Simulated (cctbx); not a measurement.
# Diagnosing a refinement

Cell a = 4.4570 Å, b = 4.4570 Å, c = 9.9330 Å, α = 90.00°, β = 90.00°, γ = 90.00°; space group P4/nmm (no. 129, origin choice 1).

The data are simulated with cctbx, not measured: Mo Kα, λ = 0.71073 Å, to d = 0.84 Å, 95 % of the full sphere, strongest reflection 5000 counts, noise from counting, a 1.5 % proportional error and a noise floor of 8 counts (s.d.); no absorption.

An isotropic refinement with weights 1/σ² prints:

```text
Rint 0.041, 133 unique reflections to 0.84 A
cycle     R1     wR2    GooF  max shift (A)
   1  0.4219  0.7420  35.896   0.26910
   3  0.0128  0.0211   1.022   0.00000
final R1 0.0128 wR2 0.0211 GooF 1.022  parameters 6  data/parameter 22.2
atom        x        y        z      Ueq    occ   su(xyz)  su(Uiso or U11)
Bi1    0.50000  0.00000  0.65938   0.0063  1.000  0.00005  0.0001
Sm1    0.50000  0.00000  0.25129   0.0082  1.000  0.00007  0.0002
Sb1    0.00000  0.00000  0.00000   0.0068  1.000  0.00000  0.0002
Cu1    0.00000  0.00000  0.50000   0.0078  1.000  0.00000  0.0003
difference map: max 1.07 min -1.36 rms 0.27
Q1    0.0000  0.5000  0.7018    2    1.08  0.47 A from Sm1
Q2    0.0000  0.0000  0.2699    4    1.02  2.24 A from Sm1
Q3    0.0000  0.2886  0.7535    8    0.98  0.94 A from Sm1
Q4    0.0000  0.5000  0.5813    2    0.93  1.66 A from Sm1
Q5    0.0998  0.4002  0.1176    8    0.90  2.18 A from Sb1
Q6    0.0000  0.2758  0.8535    8    0.80  1.44 A from Sm1
```

Q: Accept it or mend it, and why?

It can stand. The set-up had a fault (start far from the minimum), but the refinement still reached the right minimum: R1 = 0.0128, wR2 = 0.0211, GooF = 1.02 against R1 = 0.0128, wR2 = 0.0211, GooF = 1.02 for the right model.

The compound is SmCuBiSb. The right model at the same level gives:

```text
Rint 0.041, 133 unique reflections to 0.84 A
cycle     R1     wR2    GooF  max shift (A)
   1  0.1518  0.2784  13.469   0.06281
   2  0.0128  0.0211   1.022   0.00000
final R1 0.0128 wR2 0.0211 GooF 1.022  parameters 6  data/parameter 22.2
atom        x        y        z      Ueq    occ   su(xyz)  su(Uiso or U11)
Bi1    0.50000  0.00000  0.65938   0.0063  1.000  0.00005  0.0001
Sm1    0.50000  0.00000  0.25129   0.0082  1.000  0.00007  0.0002
Sb1    0.00000  0.00000  0.00000   0.0068  1.000  0.00000  0.0002
Cu1    0.00000  0.00000  0.50000   0.0078  1.000  0.00000  0.0003
difference map: max 1.07 min -1.36 rms 0.27
Q1    0.0000  0.5000  0.7018    2    1.08  0.47 A from Sm1
Q2    0.0000  0.0000  0.2699    4    1.02  2.24 A from Sm1
Q3    0.0000  0.2886  0.7535    8    0.98  0.94 A from Sm1
Q4    0.0000  0.5000  0.5813    2    0.93  1.66 A from Sm1
Q5    0.0998  0.4002  0.1176    8    0.90  2.18 A from Sb1
Q6    0.0000  0.2758  0.8535    8    0.80  1.44 A from Sm1
```

This is a model crystal, built by substitution and not relaxed, with assumed displacement parameters.

[Middle refinement cycles are left out of these outputs.]

[Logs are printed without paths, hosts, clocks, repeated set-up lines and the standing remarks that a program may print on its own settings, such as how far it seeks lower states.]
